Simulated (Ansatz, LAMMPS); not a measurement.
# Structural relaxation of amorphous 65GeO2-35La2O3 (mol %) (96 atoms)

How does amorphous 65GeO2-35La2O3 (mol %) (96 atoms) relax, and what do bonds, charges and levels look like afterwards?

Program: Ansatz 0.2.0. Level of theory: Kohn-Sham DFT, PBE, PAW (set soft_2), plane waves. Results are calculated unless marked as measured.

## 1. The structure

The cell holds 96 atoms: 17 Ge, 18 La and 61 O. Cell: a = 11.594 Å, b = 11.594 Å, c = 11.594 Å, α = 90.0°, β = 90.0°, γ = 90.0°. 96 atoms (17 Ge, 18 Nd, 61 O) placed at random at 5.25 g/cm³, melted at 5000 K for 10 ps at fixed volume with the Morse and Coulomb pair potential with partial charges (Pedone, Malavasi, Menziani, Cormack and Segre, J. Phys. Chem. B 110, 11780 (2006)). Quenched from 5000 K to 300 K at 20 K/ps and fixed volume, held 10 ps at zero pressure, then minimised at fixed cell. Then Nd was replaced by La and the cell scaled by 1.016 (the potential has no terms for the new elements, so the cell is a start for a DFT relaxation).

What the set-up can't give: The quench rate of 20 K/ps is orders of magnitude faster than experiment, which tends to freeze in extra defects. The network of bonds at the start is that of the classical potential that made the cell. The Brillouin zone is sampled at Γ only, in a cell whose shortest periodic width is 12 Å. The levels lack spin–orbit coupling, which is large for the heavy elements here.

## 2. Single point at the start

The forces at the start show how far the geometry lies from a minimum of this functional.

The input, input.yaml:

```yaml
crystal:
  lattice:
    - [11.59409, 0.0, 0.0]
    - [0.0, 11.59409, 0.0]
    - [0.0, 0.0, 11.59409]
  atoms:
    - { symbol: Ge, position: [0.54096, 0.94011, 0.67935] }
    - { symbol: Ge, position: [0.56937, 0.84975, 0.1381] }
    - { symbol: Ge, position: [0.84146, 0.46032, 0.70917] }
    - { symbol: Ge, position: [0.00351, 0.58537, 0.28462] }
    [... 86 atom lines left out ...]
    - { symbol: O, position: [0.28202, 0.98455, 0.36153] }
    - { symbol: O, position: [0.80398, 0.76275, 0.57591] }
    - { symbol: O, position: [0.77795, 0.58392, 0.07993] }
    - { symbol: O, position: [0.02219, 0.89956, 0.44438] }
    - { symbol: O, position: [0.9621, 0.11727, 0.60498] }
    - { symbol: O, position: [0.18682, 0.76326, 0.66458] }
kpoints:
  mp_grid: { grid: [1, 1, 1] }
hamiltonian:
  xc: pbe
scf:
  occupations: { method: fixed }
output:
  forces: true
  stress: true
  populations: intrinsic
  dos:
    method: { smearing: { sigma: 0.15 } }
    de: 0.1
    projected: { site_lists: { Ge: [Ge], La: [La], O: [O] } }
  eigenvalues: true
```

On the command line:

```sh
$ ansatz run input.yaml --threads 4 --pin off --max-ram 8192MiB --backend cpu --events-out ev --progress --plain --runs-dir out
```

Run time: 33 s. Hardware: 4 threads of Arm Neoverse V2, shared host; peak memory 2.4 GiB; 2.2 min of CPU time.

Numbers from this run:

| Property | Result |
| --- | --- |
| free energy | -220210.9896 eV |
| free energy per atom | -2293.8645 eV/atom |
| SCF cycles | 10 |
| pressure | 1.424 GPa |
| r.m.s. force component | 0.6634 eV/Å |
| longest force | 2.236 eV/Å |
| Fermi energy | 6.783 eV |
| gap (highest filled to lowest empty level) | 2.641 eV |

The r.m.s. force component of 0.66 eV/Å and the pressure of 1.4 GPa set the starting point.

Neighbours are counted within 3.19 Å (O-La), 2.27 Å (O-Ge).

Length of the force by element and coordination:

```
element  coordination  atoms  mean length of the force (eV/Å)  spread  least   most
     Ge           all     17                             1.05   0.552  0.240   2.24
     Ge             4     13                             1.04   0.482  0.240   1.76
     Ge             5      4                             1.09   0.733  0.419   2.24
     La           all     18                            0.987   0.433  0.312   2.04
     La             5      2                            0.658   0.347  0.312   1.01
     La             6      9                             1.07   0.488  0.405   2.04
     La             7      6                             1.01   0.335  0.550   1.39
     La             9      1                            0.798       0  0.798  0.798
      O           all     61                             1.08   0.415  0.226   1.83
      O             2     11                             1.12   0.437  0.414   1.77
      O             3     36                             1.12   0.362  0.501   1.83
      O             4     13                            0.901   0.476  0.226   1.65
      O             5      1                             1.56       0   1.56   1.56
```

## 3. Relaxation

With the cell held, the atoms are moved downhill towards a nearby minimum.

input.yaml, the sections that differ from step 2:

```yaml
output:
  forces: true
relax:
  f_tol: 0.05
  max_steps: 200
# crystal, kpoints, hamiltonian, scf: as in step 2
```

Elapsed: 11 min, on 4 threads; peak memory 2.3 GiB; 42 min of CPU time.

The steps of the relaxation (22 of 41):

```
step  energy less that of the first step (eV)  largest force component (eV/Å)
   1                                   0.0000                          1.8127
   3                                  -3.5050                          0.6734
   5                                  -4.5468                          0.3226
   7                                  -4.8099                          0.1901
   9                                  -4.9010                          0.2708
  11                                  -4.9467                          0.0879
  12                                  -4.9458                          0.1244
  14                                  -4.9554                          0.0876
  16                                  -4.9632                          0.0402
  18                                  -4.9680                          0.0623
  20                                  -4.4120                          2.7589
  22                                  -5.0224                          0.0978
  24                                  -5.0411                          0.2742
  26                                  -5.1304                          0.1394
  28                                  -5.2701                          0.2575
  30                                  -5.3924                          0.6094
  31                                  -5.5250                          0.2443
  33                                  -5.6370                          0.3418
  35                                  -5.8234                          0.2141
  37                                  -5.7631                          0.2920
  39                                  -5.8856                          0.0999
  41                                  -5.8956                          0.0423
```

Relaxation steps 10, 12, 20, 37 were tried and not accepted.

The atoms that moved most (Å):

```
atom      dx      dy      dz  length
 O46  -1.915   0.939  -0.014   2.133
 O72  -0.433   1.563  -1.077   1.947
 O70   1.232   0.556  -0.328   1.391
Ge13  -0.758   0.887  -0.454   1.252
 O85  -0.748   0.848  -0.453   1.218
 O59   0.431  -0.699   0.322   0.882
 O43   0.663  -0.508   0.113   0.842
 O51  -0.719   0.294  -0.107   0.784
```

The relaxation changed the energy by -61.4 meV/atom, and atoms moved by 0.54 Å r.m.s., 2.1 Å at most.

## 4. Local order after relaxation

Bonds before and after, by the cutoffs listed below:

```
pair  bonds before  bonds after  mean before (Å)  mean after (Å)  spread before (Å)  spread after (Å)
O-La           120          126            2.564           2.566              0.245             0.228
O-Ge            72           70            1.782           1.802              0.071             0.055
```

Density 5.02 g/cm³, 16.23 Å³ an atom.

g(r), total and by pair (bins of 0.2 Å):

```
r (Å)  total   O-O  O-La  O-Ge  La-La  La-Ge  Ge-Ge
 1.70   1.77  0.00  0.00  7.85   0.00   0.00   0.00
 1.90   1.08  0.00  0.00  4.79   0.00   0.00   0.00
 2.10   0.07  0.00  0.00  0.29   0.00   0.00   0.00
 2.30   0.82  0.00  3.43  0.00   0.00   0.00   0.00
 2.50   1.14  0.15  4.53  0.00   0.00   0.00   0.00
 2.70   1.02  1.50  1.75  0.00   0.00   0.00   0.00
 2.90   1.07  2.21  0.67  0.07   0.00   0.00   0.00
 3.10   1.34  2.50  0.65  0.48   0.00   0.40   1.38
 3.30   1.04  1.70  0.05  0.38   0.00   2.75   2.35
 3.50   0.78  1.00  0.23  0.63   0.00   1.80   2.11
 3.70   1.01  0.90  0.37  1.14   3.00   2.80   0.30
 3.90   0.98  0.68  0.52  1.10   2.23   3.62   0.57
 4.10   0.84  0.42  0.80  1.34   2.73   0.96   0.51
 4.30   0.98  0.58  1.22  1.39   1.50   0.89   1.14
 4.50   1.14  0.82  1.37  1.77   1.16   0.30   0.63
 4.70   1.06  0.77  1.25  1.52   1.05   0.46   1.36
 4.90   1.02  0.93  1.48  0.97   0.16   0.59   1.06
 5.10   1.11  1.35  1.40  0.69   0.15   0.86   0.66
 5.30   1.09  1.29  1.02  0.78   0.68   1.22   1.36
 5.50   0.93  1.02  1.08  0.69   0.76   0.73   1.13
 5.70   0.85  0.96  0.89  0.70   0.35   0.88   0.66
```

Bonds by pair of elements; cutoffs follow the first minimum of g(r), held within bounds set by covalent radii, and pairs that aren't listed don't count as bonded:

```
pair A-B  cutoff (Å)  bonds  mean length (Å)  spread (Å)  shortest (Å)  B about A  A about B
    O-La        3.33    126             2.57       0.228          2.23       2.07          7
    O-Ge        2.27     70             1.80       0.055          1.72       1.15       4.12
```

How many atoms have how many bonded neighbours:

```
element  mean  2   3   4  5  6   7  8
     Ge  4.12  0   0  15  2  0   0  0
     La     7  0   0   0  0  4  10  4
      O  3.21  5  38  18  0  0   0  0
```

Bond angles, per cent of each kind in bins of 5°:

```
angle (°)  O-La-O  Ge-O-La  O-Ge-O  La-O-La  Ge-O-Ge
    45–50     0.3      0.0     0.0      0.0      0.0
    50–55     0.5      0.0     0.0      0.0      0.0
    55–60     2.9      0.0     0.0      0.0      0.0
    60–65     4.5      0.0     0.0      0.0      0.0
    65–70     6.0      0.0     0.0      0.0      0.0
    70–75    10.0      0.0     0.0      0.0      0.0
    75–80     7.6      0.0     0.0      0.0      0.0
    80–85    11.0      1.6     2.7      4.5      0.0
    85–90     5.8      4.1     3.6      4.5      0.0
    90–95     5.2     11.4     3.6     11.2      0.0
   95–100     4.7     13.0    13.6     10.1      0.0
  100–105     2.9      8.9    14.5     19.1      0.0
  105–110     1.8      8.1    16.4     15.7      0.0
  110–115     2.1      5.7    16.4      4.5     13.3
  115–120     3.9      8.1    18.2      7.9      6.7
  120–125     3.9      9.8     5.5      2.2      6.7
  125–130     3.4      5.7     2.7      3.4     20.0
  130–135     4.5      7.3     0.0      9.0      6.7
  135–140     4.5      6.5     0.9      3.4     20.0
  140–145     4.2      2.4     0.0      2.2     13.3
  145–150     3.4      1.6     0.0      0.0     13.3
  150–155     3.1      1.6     0.0      1.1      0.0
  155–160     1.3      1.6     0.0      1.1      0.0
  160–165     0.8      1.6     0.0      0.0      0.0
  165–170     0.5      0.0     0.0      0.0      0.0
  170–175     1.1      0.8     0.9      0.0      0.0
  175–180     0.3      0.0     0.9      0.0      0.0
```

Bond angles (no mean is given where the spread exceeds 20°):

```
  angle  count  mean (°)  spread (°)
 O-La-O    382         -           -
Ge-O-La    123       115        19.5
 O-Ge-O    110       109        13.7
La-O-La     89       109        16.4
Ge-O-Ge     15       131        11.2
```

Oxygen atoms by the number of network formers (Si, P, Ge, B, Al, As, Ga) bound to them:

```
network formers bound to O  O atoms  per cent
                         0        6       9.8
                         1       40      65.6
                         2       15      24.6
```

Network units: each former by its oxygen neighbours and how many of them bridge to another former:

```
former  O neighbours  bridging O  atoms
    Ge             4           1      7
    Ge             4           2      6
    Ge             4           3      2
    Ge             5           2      1
    Ge             5           3      1
```

Bond length by coordination (bonds to H left out):

```
element  coordination  atoms  mean bond length (Å)
     Ge             4     15                  1.79
     Ge             5      2                  1.88
     La             6      4                  2.49
     La             7     10                  2.57
     La             8      4                  2.62
      O             2      5                  1.97
      O             3     38                  2.22
      O             4     18                  2.45
```

With the cutoffs above, 88 % of Ge atoms have 4, 56 % of La atoms have 7 and 62 % of O atoms have 3 bonded neighbours. Counting bonds to Ge alone, not to La, 25 % of the oxygens join two of these atoms and 66 % one; 10 % join none. The commonest Ge unit has 4 oxygens, 1 of them shared with other formers (7 of 17 atoms).

## 5. Single point at the relaxed geometry

One more single point at the end of the walk gives the fuller output and checks the residual forces.

The input, input.yaml:

```yaml
crystal:
  lattice:
    - [11.59409, 0.0, 0.0]
    - [0.0, 11.59409, 0.0]
    - [0.0, 0.0, 11.59409]
  atoms:
    - { symbol: Ge, position: [0.53871, 0.93807, 0.6726] }
    - { symbol: Ge, position: [0.56395, 0.84962, 0.12353] }
    - { symbol: Ge, position: [0.86281, 0.46916, 0.72983] }
    - { symbol: Ge, position: [0.99858, 0.56543, 0.31437] }
    [... 86 atom lines left out ...]
    - { symbol: O, position: [0.27536, 0.92665, 0.39025] }
    - { symbol: O, position: [0.80916, 0.79132, 0.60205] }
    - { symbol: O, position: [0.82191, 0.57092, 0.07328] }
    - { symbol: O, position: [0.012, 0.87935, 0.46223] }
    - { symbol: O, position: [0.94878, 0.12309, 0.58563] }
    - { symbol: O, position: [0.18054, 0.75456, 0.68126] }
kpoints:
  mp_grid: { grid: [1, 1, 1] }
hamiltonian:
  xc: pbe
scf:
  occupations: { method: fixed }
output:
  forces: true
  stress: true
  populations: true
  dos:
    method: { smearing: { sigma: 0.15 } }
    de: 0.1
    projected: { site_lists: { Ge: [Ge], La: [La], O: [O] } }
  eigenvalues: true
  write_density: true
  write_potential: true
  volumetric_format: npy
  elf: true
```

Wall time 36 s (4 threads); peak memory 2.4 GiB; 2.3 min of CPU time.

The run gave:

| Quantity | Value |
| --- | --- |
| free energy | -220216.8852 eV |
| free energy per atom | -2293.9259 eV/atom |
| SCF cycles | 10 |
| pressure | -1.058 GPa |
| r.m.s. force component | 0.00865 eV/Å |
| longest force | 0.04845 eV/Å |
| Fermi energy | 6.25 eV |
| gap (highest filled to lowest empty level) | 3.076 eV |
| spilling of the projection | 0.003894 |

Löwdin charges by element and coordination (they lack the spilled electrons, 0.033 e an atom on average):

```
element  coordination  atoms  mean charge (e)  spread   least    most
     Ge           all     17             1.47  0.0171    1.44    1.50
     Ge             4     15             1.47  0.0177    1.44    1.50
     Ge             5      2             1.46   0.003    1.45    1.46
     La           all     18             1.08  0.0539    1.00    1.17
     La             6      4             1.07  0.0492    1.01    1.13
     La             7     10             1.09  0.0588    1.00    1.17
     La             8      4             1.07   0.038    1.01    1.12
      O           all     61           -0.677  0.0445  -0.746  -0.541
      O             2      5           -0.693  0.0232  -0.736  -0.670
      O             3     38           -0.676  0.0457  -0.746  -0.541
      O             4     18           -0.675  0.0456  -0.725  -0.555
```

States in the cell by windows of 1 eV, zero at the Fermi level; the larger projections on atomic orbitals stand beside the total:

```
from (eV)  to (eV)  total   O p  La d  La p
      -14      -13   76.5   3.6   0.4  66.8
      -13      -12   23.8   1.0   0.3  18.1
      -12      -11    5.5   0.1   0.1   3.6
      -11       -9    0.0   0.0   0.0   0.0
       -9       -8    3.1   1.7   0.0   0.0
       -8       -7   10.5   5.6   0.2   0.1
       -7       -6   11.2   6.1   0.2   0.2
       -6       -5    9.3   5.1   0.3   0.1
       -5       -4   24.6  17.0   1.2   0.3
       -4       -3   47.7  34.9   2.9   0.6
       -3       -2   52.9  42.9   3.9   0.5
       -2       -1  105.4  91.1   7.9   1.2
       -1        0   97.6  88.0   3.7   1.6
        0        1    3.6   3.2   0.1   0.1
        1        2    0.0   0.0   0.0   0.0
        2        3    0.3   0.0   0.0   0.0
        3        4    5.1   1.0   0.4   0.0
```

With fixed occupations the program's Fermi level is the highest filled level; weight inside the gap is the broadening of levels at its edges.

Between -26 and -14 eV lie 294 more states.

The stored curve holds about 766 of the 802 electrons; the rest, give or take the few that broadening carries across the Fermi level, lie in deeper levels below its range.

The levels nearest the highest filled one (over half full), pooled over k-points and spins:

```
level less the highest filled one (eV)  occupation
                                -0.162           2
                                -0.153           2
                                -0.104           2
                                -0.103           2
                                -0.083           2
                                     0           2
                                  3.08           0
                                  3.81           0
                                  3.89           0
                                  4.20           0
                                  4.24           0
                                  4.27           0
```

Mean Löwdin charges: Ge +1.47, La +1.08, O -0.68 e (they miss 0.39 % of the electrons, so they add up to more than the cell's charge).

## 6. What came out

- energy change in the relaxation: -61.41 meV/atom
- r.m.s. displacement: 0.541 Å
- largest displacement: 2.133 Å
- free energy per atom: -2293.9259 eV/atom
- pressure: -1.058 GPa
- r.m.s. force component: 0.00865 eV/Å
- gap (highest filled to lowest empty level): 3.076 eV
- wall time of the 3 DFT runs: 12 min

Relaxation lowers the energy by 61.4 meV/atom and moves atoms by 0.54 Å r.m.s.; the r.m.s. force component goes from 0.66 to 0.0086 eV/Å, the pressure goes from 1.4 to -1.1 GPa, and the gap from 2.64 to 3.08 eV. By the final cutoffs 10 of 192 bonded pairs parted and 14 joined. From the first step to the last the energy fell by 5.896 eV, and the largest move was 2.13 Å (O46). The O-Ge bonds change most in mean length: from 1.782 Å (spread 0.071) to 1.802 Å (spread 0.055), and their number from 72 to 70. With the cutoffs above, 88 % of Ge atoms have 4, 56 % of La atoms have 7 and 62 % of O atoms have 3 bonded neighbours. Counting bonds to Ge alone, not to La, 25 % of the oxygens join two of these atoms and 66 % one; 10 % join none. Between filled and empty levels lie 3.08 eV (at Γ alone); a semilocal functional tends to put such gaps too low. In a disordered cell it changes from sample to sample, and tail or defect levels can set it.

Caveats: The starting topology of bonds comes from the classical model; in DFT 10 of its 192 bonded pairs passed out of the cutoffs and 14 came within them.

[Logs are printed without paths, hosts, clocks, repeated set-up lines and the standing remarks that a program may print on its own settings, such as how far it seeks lower states.]

[Hosts, paths, dates, database ids (printed as entryN), source tags and the programs' standing remarks are cut or masked in the printed files.]
